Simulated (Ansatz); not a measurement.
# Charge trapping in glassy CaAl2Si6O16 (175 atoms), part 3 of 4

Does an extra electron or hole in glassy CaAl2Si6O16 (175 atoms) stay spread out, or do the atoms trap it?

Ansatz 0.2.0; Kohn-Sham DFT, PBE, PAW (set soft_2), plane waves.

The cell: 14 Al, 7 Ca, 112 O and 42 Si. The quench rate of 20 K/ps is orders of magnitude faster than experiment. The starting topology of bonds comes from the classical model. Only the Γ point is sampled, in a cell whose shortest periodic width is 13 Å.

So far. Step 6 (An extra electron, atoms relaxed): The relaxation converged after 3 steps, 0.0129 eV below its start, with a largest force component of 0.036 eV/Å. Step 6 (An extra electron, atoms relaxed): An extra electron, atoms relaxed: the energy stands 7.67 eV above that of the reference. An odd electron should give 1 μB; this run ended with the carrier shared between both spins.

## Step 7: An extra electron, levels at the relaxed geometry

A single point at the new geometry gives levels and spin density.

File input.yaml:

```yaml
crystal:
  lattice:
    - [13.2196, 0.0, 0.0]
    - [0.0, 13.2196, 0.0]
    - [0.0, 0.0, 13.2196]
  atoms:
    - { symbol: Al, position: [0.14089, 0.135, 0.79368] }
    - { symbol: Al, position: [0.99954, 0.30113, 0.165] }
    - { symbol: Al, position: [0.82469, 0.14128, 0.11419] }
    - { symbol: Al, position: [0.58634, 0.58668, 0.6552] }
    - { symbol: Al, position: [0.84878, 0.76787, 0.0624] }
    - { symbol: Al, position: [0.27294, 0.19777, 0.98208] }
    [... 163 atom lines left out ...]
    - { symbol: Si, position: [0.04164, 0.93299, 0.81631] }
    - { symbol: Si, position: [0.48265, 0.28158, 0.29066] }
    - { symbol: Si, position: [0.01288, 0.70552, 0.73392] }
    - { symbol: Si, position: [0.39062, 0.66232, 0.78435] }
    - { symbol: Si, position: [0.82729, 0.52309, 0.04076] }
    - { symbol: Si, position: [0.38176, 0.12662, 0.43998] }
total_charge: -1
kpoints:
  mp_grid: { grid: [1, 1, 1] }
hamiltonian:
  xc: pbe
scf:
  occupations: { method: fermi_dirac, width: 0.01 }
  lower_state_search: "off"
output:
  forces: true
  stress: true
  populations: true
  dos:
    method: { smearing: { sigma: 0.1 } }
    de: 0.1
    projected: { site_lists: { Al: [Al], Ca: [Ca], O: [O], Si: [Si] } }
  eigenvalues: true
  write_density: true
  write_potential: true
  volumetric_format: npy
magnetization:
  spin_polarized: true
  initial_magnetization: 1
```

Run with:

```bash
> ansatz run input.yaml --threads 4 --pin off --max-ram 15872MiB --backend cpu --events-out ev --progress --plain --runs-dir out
```

Standard output:

```text
[...]
Crystal: 175 atoms, lattice volume = 2310.229 Å³
Basis set: ecut = 420 eV, 45025 PW (Γ), exchange–correlation on 180×180×180 points (8 copies of the dense FFT grid, shifted against one another)
Bands: 652, of which v1, the nominal top of the filled ones, is band 477 counted from 1 (476 counted from 0)
Symmetry: 1 space group operations
[...]
k-points: 1
[...]
Starting moments: Σ|m| = 1 μB on 175 of 175 sites
[...]
SCF iter   1: F=—  HF=-110805.712752 eV  |F-HF|=—  |Δ(HF+E_count)|=         —  Δρ=5.60e-2 (↑5.60e-2 ↓5.57e-2)  dr2=3.42e2  dr2_m=1.88e-1  M=1.000 μB ∫|m|=1.051 μB  β_m=1.00  ethr=3.10e-3  ⟨swp⟩=8.0  Hψ=6284  notcnv=0  defer=290
[...]
SCF iter  30: F=-110699.340494 eV  HF=-110699.340494 eV  |F-HF|=5.79e-8  |Δ(HF+E_count)|=   1.19e-9  Δρ=6.40e-7 (↑6.37e-7 ↓6.40e-7)  dr2=7.34e-8  dr2_m=3.53e-12  M=-0.000 μB ∫|m|=0.000 μB  ethr=1.05e-11  ⟨swp⟩=23.5  Hψ=11711  notcnv=0
[...]
SCF 1 converged in 30 iterations: F = -110699.340494 eV  dr2 = 7.34e-8
[...]
SCF converged after 30 iterations
Magnetization: -0.0000 μB (476.5000 up, 476.5000 down)
Absolute magnetization: 0.0000 μB (∫|ρ↑−ρ↓|, with the PAW one-centre terms)
[...]
Per-site moments (μB) at R_I (Å): [(-2.624143e-8, 0.706256), (-4.663217e-8, 0.697774), (-3.495597e-8, 0.716889), (-3.392176e-8, 0.718592), (-5.471211e-8, 0.735716), [...]
Free energy (F): -110699.340494 eV
[...]
Internal energy: -110699.326631 eV  (E = F + TS)
E sigma→0 (E₀):  -110699.333563 eV
Entropy (-TS):   -0.013863 eV (-0.079 meV/atom)
Fermi energy:    7.673107 eV
[...]
--- Forces (eV/Å), atoms counted from 1 ---
  atom   1  Al     0.00206715     0.00668105     0.00178380
  atom   2  Al     0.00424976     0.00105738     0.00480288
  atom   3  Al     0.00187979    -0.00807441    -0.00794887
  atom   4  Al    -0.00555925    -0.00212161    -0.01674225
  atom   5  Al     0.00212292     0.00174508     0.00364149
  atom   6  Al     0.01490130    -0.00535022    -0.01685174
  atom   7  Al    -0.00269494    -0.02090211     0.01680755
  atom   8  Al    -0.00158343    -0.00920979     0.00654589
  atom   9  Al     0.00021244    -0.00452821     0.00062057
  atom  10  Al    -0.00193780    -0.01214727    -0.00130471
  atom  11  Al     0.00232091     0.00310544     0.01059758
  atom  12  Al    -0.00130817     0.00292768     0.00965748
  atom  13  Al     0.00408413     0.00215011     0.01057422
  atom  14  Al     0.00797966     0.00427200    -0.00801136
[...]
atom 174  Si    -0.00997856     0.00246555    -0.00429181
  atom 175  Si     0.00271481    -0.00579471     0.00552201
  max |Σ_I F_I| component: 1.40e-4 eV/Å
--- Stress (GPa, compression-positive) ---
       -0.723049       1.006765       0.901913
        1.006770      -0.072386       1.982984
        0.901911       1.982974       1.957227
  P = ⅓ Tr σ = 0.3873 GPa (3.873 kbar)
--- Band table (eV) ---
[...]
--- Löwdin populations: 175 sites ---
  site symbol       q [e]    m [muB]
     0     Al      1.6436    -0.0000
     1     Al      1.6344    -0.0000
     2     Al      1.6195    -0.0000
[...]
174     Si      2.2448    -0.0000
  spilling = 0.012724 (of n_electrons = 953.000000)
```

Elapsed: 4.3 min, on 4 threads of Arm Neoverse V2, shared host; peak memory 6.7 GiB; 17 min of CPU time.

An extra electron, levels at the relaxed geometry: the energy stands 7.67 eV above that of the reference. An odd electron should give 1 μB; this run ended with the carrier shared between both spins.

The levels nearest the highest filled one (over half full), pooled over k-points and spins:

```
level less the highest filled one (eV)  occupation
                                 -3.66           1
                                 -3.66           1
                                     0         0.5
                                     0         0.5
                                  1.10           0
                                  1.10           0
                                  1.15           0
                                  1.15           0
```

## Step 8: Neutral at the geometry of the electron

The neutral cell at the new geometry gives the energy of that geometry without the charge.

File input.yaml:

```yaml
crystal:
  lattice:
    - [13.2196, 0.0, 0.0]
    - [0.0, 13.2196, 0.0]
    - [0.0, 0.0, 13.2196]
  atoms:
    [... the 175 atom lines of step 7 ...]
kpoints:
  mp_grid: { grid: [1, 1, 1] }
hamiltonian:
  xc: pbe
scf:
  occupations: { method: gaussian, width: 0.05 }
output:
  forces: true
  stress: true
  populations: true
  dos:
    method: { smearing: { sigma: 0.1 } }
    de: 0.1
    projected: { site_lists: { Al: [Al], Ca: [Ca], O: [O], Si: [Si] } }
  eigenvalues: true
```

Standard output:

```text
[...]
Crystal: 175 atoms, lattice volume = 2310.229 Å³
Basis set: ecut = 420 eV, 45025 PW (Γ), exchange–correlation on 180×180×180 points (8 copies of the dense FFT grid, shifted against one another)
Bands: 651, of which v1, the nominal top of the filled ones, is band 476 counted from 1 (475 counted from 0)
Symmetry: 1 space group operations
[...]
k-points: 1
[...]
SCF iter   1: F=—  HF=-110706.971772 eV  |F-HF|=—  |Δ(HF+E_count)|=         —  Δρ=1.90e-3  dr2=9.16e-2  ethr=1.77e-3  ⟨swp⟩=7.0  Hψ=3363  notcnv=0  defer=144
[...]
SCF iter   8: F=—  HF=-110706.998749 eV  |F-HF|=—  |Δ(HF+E_count)|=   1.43e-6  Δρ=5.89e-6  dr2=6.80e-7  ethr=2.09e-10  ⟨swp⟩=2.0  Hψ=883  notcnv=0  defer=171
SCF iter   9: F=-110706.998749 eV  HF=-110706.998749 eV  |F-HF|=1.87e-8  |Δ(HF+E_count)|=   9.88e-9  Δρ=1.37e-6  dr2=4.22e-8  ethr=1.05e-11  ⟨swp⟩=15.0  Hψ=4075  notcnv=0
SCF 1 converged in 9 iterations: F = -110706.998749 eV  dr2 = 4.22e-8
[...]
SCF converged after 9 iterations
Free energy (F): -110706.998749 eV
[...]
Internal energy: -110706.998749 eV  (E = F + TS)
E sigma→0 (E₀):  -110706.998749 eV
Fermi energy:    5.878099 eV
[...]
Σ components = -110706.998749   (vs F -110706.998749, Δ=0.00e0)
--- Forces (eV/Å), atoms counted from 1 ---
  atom   1  Al    -0.03138625     0.02249620     0.01011350
  atom   2  Al     0.01061047    -0.05013517    -0.01744595
  atom   3  Al     0.00725964     0.00786354    -0.04048015
  atom   4  Al     0.05129452    -0.06790182     0.03548667
[...]
atom 175  Si    -0.03069261     0.05680902     0.01890648
  max |Σ_I F_I| component: 1.13e-4 eV/Å
--- Stress (GPa, compression-positive) ---
       -0.980294       1.040623       0.927384
        1.040628      -0.289935       2.027532
        0.927382       2.027522       1.780913
  P = ⅓ Tr σ = 0.1702 GPa (1.702 kbar)
--- Band table (eV) ---
[...]
--- Löwdin populations: 175 sites ---
  site symbol       q [e]
     0     Al      1.6354
     1     Al      1.6225
     2     Al      1.6088
[...]
174     Si      2.2397
  spilling = 0.012675 (of n_electrons = 952.000000)
```

Elapsed: 71 s, on 4 threads; peak memory 3.8 GiB; 4.7 min of CPU time.

Neutral at the geometry of the electron: the energy stands 0.0112 eV above that of the reference.

## Step 9: An extra hole, atoms held

The electron count changes by one with the atoms held: a vertical process, on a uniform background, with spin and a narrow Fermi–Dirac smearing. Its energy against the neutral cell hangs on the program's zero of potential.

Edit input.yaml of step 8 so:

```diff
@@ -6,3 +6,4 @@
   atoms:
-    [... the 175 atom lines of step 7 ...]
+    [... the 175 atom lines of step 4 ...]
+total_charge: 1
 kpoints:
@@ -12,3 +13,4 @@
 scf:
-  occupations: { method: gaussian, width: 0.05 }
+  occupations: { method: fermi_dirac, width: 0.01 }
+  lower_state_search: "off"
 output:
@@ -22 +24,7 @@
   eigenvalues: true
+  write_density: true
+  write_potential: true
+  volumetric_format: npy
+magnetization:
+  spin_polarized: true
+  initial_magnetization: 1
```

Standard output:

```text
[...]
Crystal: 175 atoms, lattice volume = 2310.229 Å³
Basis set: ecut = 420 eV, 45025 PW (Γ), exchange–correlation on 180×180×180 points (8 copies of the dense FFT grid, shifted against one another)
Bands: 651, of which v1, the nominal top of the filled ones, is band 476 counted from 1 (475 counted from 0)
Symmetry: 1 space group operations
[...]
k-points: 1
[...]
Starting moments: Σ|m| = 1 μB on 175 of 175 sites
[...]
SCF iter   1: F=—  HF=-110820.280593 eV  |F-HF|=—  |Δ(HF+E_count)|=         —  Δρ=5.74e-2 (↑5.74e-2 ↓5.73e-2)  dr2=3.47e2  dr2_m=1.98e-1  M=1.000 μB ∫|m|=1.045 μB  β_m=1.00  ethr=3.10e-3  ⟨swp⟩=7.0  Hψ=6292  notcnv=0  defer=286
[...]
SCF iter   2: F=—  HF=-110740.913686 eV  |F-HF|=—  |Δ(HF+E_count)|=         —  Δρ=2.84e-2 (↑2.84e-2 ↓2.84e-2)  dr2=1.06e2  dr2_m=3.48e-2  M=1.000 μB ∫|m|=1.086 μB  β_m=0.30  ethr=3.10e-3  ⟨swp⟩=3.0  Hψ=2462  notcnv=0  defer=342
[...]
SCF iter  15: F=—  HF=-110710.571248 eV  |F-HF|=—  |Δ(HF+E_count)|=   1.46e-2  Δρ=5.65e-3 (↑2.58e-3 ↓5.65e-3)  dr2=2.83e0  dr2_m=5.89e-2  M=0.402 μB ∫|m|=0.449 μB  β_m=0.30  ethr=1.96e-4  ⟨swp⟩=1.5  Hψ=974  notcnv=0  defer=338
[...]
spin-set hold released at iteration 15 (site moments' squared step at or under half its running peak, from the soft ceiling on): the magnetisation degrees of freedom join the quasi-Newton model from the next iteration; the mixer history was flushed
SCF iter  16: F=—  HF=-110710.943304 eV  |F-HF|=—  |Δ(HF+E_count)|=   3.72e-1  Δρ=8.82e-3 (↑2.88e-3 ↓8.82e-3)  dr2=4.36e0  dr2_m=2.68e-1  M=0.714 μB ∫|m|=0.768 μB  β_m=0.21  ethr=1.96e-4  ⟨swp⟩=4.0  Hψ=1695  notcnv=0  defer=338
SCF iter  17: F=—  HF=-110710.690208 eV  |F-HF|=—  |Δ(HF+E_count)|=   2.53e-1  Δρ=4.52e-3 (↑2.10e-3 ↓4.52e-3)  dr2=1.39e0  dr2_m=5.67e-2  M=0.753 μB ∫|m|=0.791 μB  β_m=0.17  ethr=1.96e-4  ⟨swp⟩=2.0  Hψ=2190  notcnv=0  defer=338
[...]
SCF iter  44: F=-110710.556362 eV  HF=-110710.556362 eV  |F-HF|=5.09e-9  |Δ(HF+E_count)|=  3.20e-10  Δρ=4.37e-7 (↑1.19e-7 ↓4.37e-7)  dr2=6.92e-9  dr2_m=1.20e-9  M=1.000 μB ∫|m|=1.094 μB  β_m=0.15  ethr=1.88e-12  ⟨swp⟩=5.0  Hψ=5334  notcnv=0
SCF iter  45: F=-110710.556362 eV  HF=-110710.556362 eV  |F-HF|=3.16e-9  |Δ(HF+E_count)|=  4.37e-11  Δρ=3.00e-7 (↑8.72e-8 ↓3.00e-7)  dr2=4.36e-9  dr2_m=5.01e-10  M=1.000 μB ∫|m|=1.094 μB  ethr=1.00e-12  ⟨swp⟩=4.0  Hψ=4842  notcnv=0
SCF 1 converged in 45 iterations: F = -110710.556362 eV  dr2 = 4.36e-9
[...]
SCF converged after 45 iterations
Magnetization: 0.9999 μB (476.0000 up, 475.0000 down)
Absolute magnetization: 1.0953 μB (∫|ρ↑−ρ↓|, with the PAW one-centre terms)
[...]
Per-site moments (μB) at R_I (Å): [(-4.516085e-6, 0.705906), (6.511732e-5, 0.697495), (-1.422012e-5, 0.716887), (-1.396824e-6, 0.717898), (-0.00033745, [...]
Free energy (F): -110710.556362 eV
[...]
Internal energy: -110710.540568 eV  (E = F + TS)
E sigma→0 (E₀):  -110710.548465 eV
Entropy (-TS):   -0.015794 eV (-0.090 meV/atom)
Fermi energy:    3.344429 eV
[...]
Σ components = -110710.556362   (vs F -110710.556362, Δ=0.00e0)
--- Forces (eV/Å), atoms counted from 1 ---
  atom   1  Al     0.07907962     0.05780576     0.12161193
  atom   2  Al    -0.10793960     0.16964566    -0.09106919
  atom   3  Al    -0.12298372     0.04795220    -0.11901135
  atom   4  Al    -0.01595918     0.06431818    -0.11094843
[...]
atom 175  Si     0.36434456    -0.00183229     0.03603862
  max |Σ_I F_I| component: 1.32e-4 eV/Å
--- Stress (GPa, compression-positive) ---
       -0.557625       1.018713       0.869938
        1.018718       0.072349       2.063590
        0.869936       2.063580       2.100181
  P = ⅓ Tr σ = 0.5383 GPa (5.383 kbar)
--- Band table (eV) ---
[...]
--- Löwdin populations: 175 sites ---
  site symbol       q [e]    m [muB]
     0     Al      1.6330    -0.0002
     1     Al      1.6189    -0.0003
     2     Al      1.6054    -0.0002
[...]
174     Si      2.2353    -0.0006
  spilling = 0.012595 (of n_electrons = 951.000000)
```

It took 5.9 min on 4 threads; peak memory 6.6 GiB; 23 min of CPU time.

An extra hole, atoms held: the energy stands 3.55 eV below that of the reference, with a moment of 1.00 μB.

The levels nearest the highest filled one (over half full), pooled over k-points and spins:

| level less the highest filled one (eV) | occupation |
| --- | --- |
| -0.0681 | 0.999 |
| -0.0333 | 0.982 |
| -0.0246 | 0.958 |
| 0 | 0.663 |
| 0.0109 | 0.397 |
| 4.39 | 0 |
| 4.39 | 0 |
| 5.48 | 0 |

Spin density in the ac plane at fractional y = 0.041, with atoms of Al and Ca and O and Si within 0.2 Å of it.

Ten even steps from '0' (0.00 e/Å³) to '9' (0.23 e/Å³), each cell a mean:
```
0000000000000000000000000000000000000
0000000000000000000000000000000000000
0000000000000000000000000000000000000
0000000000000000000000000000000000000
0000000000000000000000000000000000000
0000000000000000000000000000000000000
0000000000000000000000000000000000000
0000000000000000000000000000000000000
0000000000000000000000000000000000011
1000000000000000000000000000000000299
1000000000000000000000000000000000036
1000000000000000000000000000000000012
0000000000000000000000000000000000000
0000000000000000000000000000000000000
0000000000000000000000000000000001000
0000000000000000000000000000000000000
0000000000000000000000000000000000000
0000021210000000000000000000000000000
0000000000000000000000000000000000000
0000000000000000000000000000000000000
0000000000000000000000000000000000000
0000000000000000000000000000000000000
0000000000000000000000000000000000000
0000000000000000000000000000000000000
```
Columns run along a (13.2 Å), rows up along c (13.2 Å). Atoms in or near the plane, at fractional coordinates: Al at (0.37, 0.84), Ca at (0.14, 0.57), O at (0.87, 0.19), O at (0.64, 0.25), O at (0.46, 0.43), O at (0.97, 0.57), Si at (0.67, 0.56).

## Step 10: An extra hole, atoms relaxed

The atoms now respond to the charge; the energy gained comes from screening by the atoms, from trapping if the charge localises, and from any strain left in the reference.

Input and log are left out; they have the form of those shown for this kind of step.

Wall time 15 min (4 threads of Arm Neoverse V2, shared host); peak memory 6.6 GiB; 58 min of CPU time.

The relaxation converged after 6 steps, 0.154 eV below its start, with a largest force component of 0.040 eV/Å.

An extra hole, atoms relaxed: the energy stands 3.70 eV below that of the reference, with a moment of 1.00 μB.

[end of part 3 of 4]

[Long decimals in the printed logs are rounded to 6 places.]

[Logs are printed without paths, hosts, clocks, repeated set-up lines and the standing remarks that a program may print on its own settings, such as how far it seeks lower states.]

[Hosts, paths, dates, database ids (printed as entryN), source tags and the programs' standing remarks are cut or masked in the printed files.]
